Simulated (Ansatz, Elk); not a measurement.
## How far do independent atoms describe CaV2In2?

The structure of CaV2In2 used here is made up (a known structure type with other elements) and was relaxed beforehand with PBEsol. The aim is the Fourier transform of its all-electron density, F(hkl), set beside the sum over free spherical atoms that refinements use.

Calculated with Elk 11.2.3 (patched build); DFT, PBE, all-electron APW+lo, Dirac cores, scalar-relativistic bands, static density, no spin.

This account leaves out most program logs.

The structure was built from a prototype and need not be the compound's stable phase.

## 1. The starting structure

It takes space group I4/mmm (No. 139, tetragonal). The conventional cell has a = 4.410 Å, b = 4.410 Å, c = 10.944 Å, α = 90.00°, β = 90.00°, γ = 90.00°. In has 4 V at 2.89 Å and 4 In at 3.12 Å and 4 Ca at 3.51 Å nearest. Nearest to V lie 1 V at 1.73 Å and 4 In at 2.89 Å and 4 Ca at 3.24 Å. Nearest to Ca lie 8 V at 3.24 Å and 8 In at 3.51 Å. Farther neighbours are not listed.

Structure file:

```cif
data_structure
_symmetry_space_group_name_H-M 'P 1'
_symmetry_Int_Tables_number 1
_cell_length_a 6.2984
_cell_length_b 6.2984
_cell_length_c 6.2984
_cell_angle_alpha 139.011
_cell_angle_beta 139.011
_cell_angle_gamma 59.358
_cell_volume 106.44
loop_
_atom_site_label
_atom_site_type_symbol
_atom_site_fract_x
_atom_site_fract_y
_atom_site_fract_z
_atom_site_occupancy
In1 In 0.25000 0.75000 0.50000 1
In2 In 0.75000 0.25000 0.50000 1
V3 V 0.57921 0.57921 0.00000 1
V4 V 0.42079 0.42079 0.00000 1
Ca5 Ca 0.00000 0.00000 0.00000 1
```

## 2. Ground state and structure factors

An all-electron density is needed, since X-rays see the cores too. Task 0 finds the density and task 195 Fourier-transforms it; tshift is off so that phases refer to the origin typed.

elk.in reads:

```
tasks
  0
  195

xctype
  20

spinpol
  .false.

rgkmax
  7.0

gmaxvr
  14.0

lmaxo
  7

lmaxapw
  8

swidth
  0.002

tshift
  .false.

ramdisk
  .false.

hmaxvr
  5.5

maxscl
  120

epspot
  1e-06

sppath
  './'

avec
  -4.16719344772 4.16719344772 10.34081814393
  4.16719344772 -4.16719344772 10.34081814393
  4.16719344772 4.16719344772 -10.34081814393

atoms
  3
  'In.in'
  2
  0.2500000000 0.7500000000 0.5000000000   0.000000 0.000000 0.000000
  0.7500000000 0.2500000000 0.5000000000   0.000000 0.000000 0.000000
  'V.in'
  2
  0.5792118440 0.5792118440 0.0000000000   0.000000 0.000000 0.000000
  0.4207881560 0.4207881560 -0.0000000000   0.000000 0.000000 0.000000
  'Ca.in'
  1
  0.0000000000 0.0000000000 0.0000000000   0.000000 0.000000 0.000000

ngridk
  7 7 7
```

The run is started by

```bash
$ OMP_NUM_THREADS=4 elk
```

Wall time 48 s (4 threads of Intel Xeon Platinum 8488C (Sapphire Rapids), shared host); peak memory 0.25 GiB; 2.4 min of CPU time.

SFACRHO.OUT:

```text

h k l indices transformed by vhmat matrix:
   1.000000000       0.000000000       0.000000000    
   0.000000000       1.000000000       0.000000000    
   0.000000000       0.000000000       1.000000000    

      h      k      l  multipl.   |H|            Re(F)            Im(F)           |F|

      0      0      0      1   0.0000000       164.00000      0.53725434E-15   164.00000    
     -1     -1      1      2  0.60761008      -51.258083      0.37524065E-13   51.258083    
      0     -1      0      8  0.81279948      -18.312243      0.64023898E-14   18.312243    
      1     -1      0      4   1.0661571      -31.645239      0.30442389E-15   31.645239    
      2      1     -2      8   1.1828030       12.067633      0.25968611E-14   12.067633    
      2      2     -2      2   1.2152202       81.908000      0.79790095E-13   81.908000    
     -1     -1      0      8   1.2271434       114.85148     -0.23400512E-14   114.85148    
      1     -1     -1      4   1.5077738       121.82551      0.41026771E-13   121.82551    
     -1     -3      2      8   1.6166172      -73.382409      0.32489392E-13   73.382409    
      2      0     -2      8   1.6255990      -43.816334     -0.92098351E-13   43.816334    
      2      3     -2      8   1.6958134       36.626669      0.41099614E-13   36.626669    
      1     -2      0     16   1.7128996      -13.992976      0.50658941E-14   13.992976    
      3      3     -3      2   1.8228302      -86.588068     -0.76303363E-13   86.588068    
      1      2     -3     16   1.9163520       9.7750947     -0.24579559E-14   9.7750947    
     -1     -3      1      8   1.9365283       69.315659      0.37505404E-13   69.315659    
      2      4     -3      8   2.1117294       51.244263      0.66376932E-13   51.244263    
     -2      2      0      4   2.1323142       104.25980     -0.43752844E-15   104.25980    
      1     -3      1      8   2.2171951      -39.383020     -0.39902407E-13   39.383020
```

Elk indexes on the primitive cell of elk.in and gives |H| = 4π sin θ/λ in inverse bohr. Below, one row stands for each form hkl of the conventional cell (m members, Friedel mates merged), F is for one primitive cell and the density is static (no thermal factor). Free-atom factors are Waasmaier and Kirfel's, and R is Σm||F|−|F'||/Σm|F|.

```csv
hkl,m,sin θ/λ (Å⁻¹),"abs F, DFT",neutral atoms,diff.
002,2,0.091,51.258,51.755,-0.497
101,8,0.122,18.312,17.946,+0.366
110,4,0.160,31.645,31.942,-0.297
103,8,0.178,12.068,12.168,-0.101
004,2,0.183,81.908,81.774,+0.134
112,8,0.184,114.852,114.884,-0.032
200,4,0.227,121.826,122.098,-0.272
114,8,0.243,73.382,73.955,-0.573
202,8,0.244,43.816,44.048,-0.232
105,8,0.255,36.627,37.156,-0.529
211,16,0.258,13.993,14.013,-0.020
006,2,0.274,86.588,87.689,-1.101
213,16,0.288,9.775,9.765,+0.010
204,8,0.291,69.316,69.324,-0.008
116,8,0.318,51.244,50.831,+0.413
220,4,0.321,104.260,104.135,+0.125
222,8,0.333,39.383,39.474,-0.091
107,8,0.339,34.692,35.263,-0.571
215,16,0.341,31.248,31.308,-0.060
301,8,0.343,11.810,11.899,-0.089
206,8,0.356,76.628,76.888,-0.261
310,8,0.358,26.855,26.862,-0.007
```

## 3. The highest occupied states alone

An energy window below the Fermi level keeps the highest occupied states, to see at which angles they scatter; shallow core shells can lie inside it and anion s states outside. No new self-consistency is needed.

Edit elk.in of step 2 so:

```diff
@@ -1,3 +1,2 @@
 tasks
-  0
   195
@@ -40,2 +39,5 @@
 
+wsfac
+  -0.283840 0.567400
+
 sppath
```

The run is started by

```bash
$ OMP_NUM_THREADS=4 elk
```

Wall time 9.8 s (4 threads); peak memory 0.17 GiB.

States within 15 eV below the Fermi level hold 38.00 electrons; any levels below the window count with the cores. Their amplitudes can exceed the total, where window and core parts have opposite phase:

```
hkl  sin θ/λ (Å⁻¹)  abs F, window  abs F, all
002          0.091         16.513      51.258
101          0.122          4.948      18.312
110          0.160         11.073      31.645
103          0.178          0.292      12.068
004          0.183         12.323      81.908
112          0.184         15.504     114.852
200          0.227         13.319     121.826
114          0.243         10.401      73.382
202          0.244          8.229      43.816
105          0.255          1.459      36.627
```

## 4. Another functional

The difference from free atoms is small, so it is set against the change that LDA (Perdew-Wang) makes.

Edit elk.in of step 3 so:

```diff
@@ -1,2 +1,3 @@
 tasks
+  0
   195
@@ -4,3 +5,3 @@
 xctype
-  20
+  3
 
@@ -39,5 +40,2 @@
 
-wsfac
-  -0.283840 0.567400
-
 sppath
```

The run is started by

```bash
$ OMP_NUM_THREADS=4 elk
```

Elapsed: 28 s, on 4 threads; peak memory 0.2 GiB; 84 s of CPU time.

Against the first run R = 0.04 %; the largest change is -0.073 at 220.

## 5. Basis size

A smaller basis shows how fast F responds to it; the change is likely larger than the basis error of the first run, but doesn't show convergence.

Edit elk.in of step 4 so:

```diff
@@ -5,3 +5,3 @@
 xctype
-  3
+  20
 
@@ -11,3 +11,3 @@
 rgkmax
-  7.0
+  5.5
```

The run is started by

```bash
$ OMP_NUM_THREADS=4 elk
```

Elapsed: 38 s, on 4 threads; peak memory 0.24 GiB.

Against the first run R = 0.24 %; the largest change is -0.472 at 200.

## 6. Settings against the effect

```
              run  R against the first run (%)  R against neutral atoms, low angle (%)  wall time
    PBE, rgkmax 7                         0.00                                    0.48       48 s
LDA (Perdew-Wang)                         0.04                                    0.50       28 s
       rgkmax 5.5                         0.24                                    0.73       38 s
```

## 7. What came out

```json
{
 "R against neutral atoms, sin θ/λ < 0.3 Å⁻¹": "0.48 %",
 "R against neutral atoms, 0.3 to 0.77 Å⁻¹": "0.29 %"
}
```

What this shows: Independent neutral atoms miss the calculated amplitudes by R = 0.48 % below 0.3 Å⁻¹ and 0.29 % from there to 0.77 Å⁻¹; by shells, 1.58 % below 0.15 Å⁻¹ (2 forms), 0.41 % 0.15 to 0.3 (12 forms), 0.36 % 0.3 to 0.45 (21 forms), 0.27 % above 0.45 (114 forms). Bonding, aspherical density and the tables' own atoms all enter these figures, and the runs don't part them. The largest change of an amplitude is -1.10 electrons, at 006. The window's part falls from 38.0 electrons at the origin to at most 2.34 between 0.45 and 0.77 Å⁻¹, where compact states inside the window still scatter. The window holds more than the 18 outer electrons of the free atoms, so shallow core shells lie inside it. Below 0.3 Å⁻¹ the changes that finished (LDA (Perdew-Wang) and rgkmax 5.5) move F by R = 0.51 % at most, against the 0.48 % that separates it from free atoms, so the difference from free atoms isn't resolved. A single amplitude moves by up to 0.47 electrons, against 1.10 for the largest difference from free atoms. The k-mesh has no finished test. These runs have no spin, though d or f shells may be open. Part of the difference isn't bonding: the tables are fits to free atoms and ions calculated by other methods than this functional. Thermal motion, anomalous dispersion and extinction are left out.

[Logs are printed without paths, hosts, clocks, repeated set-up lines and the standing remarks that a program may print on its own settings, such as how far it seeks lower states.]

[Hosts, paths, dates, database ids (printed as entryN), source tags and the programs' standing remarks are cut or masked in the printed files.]
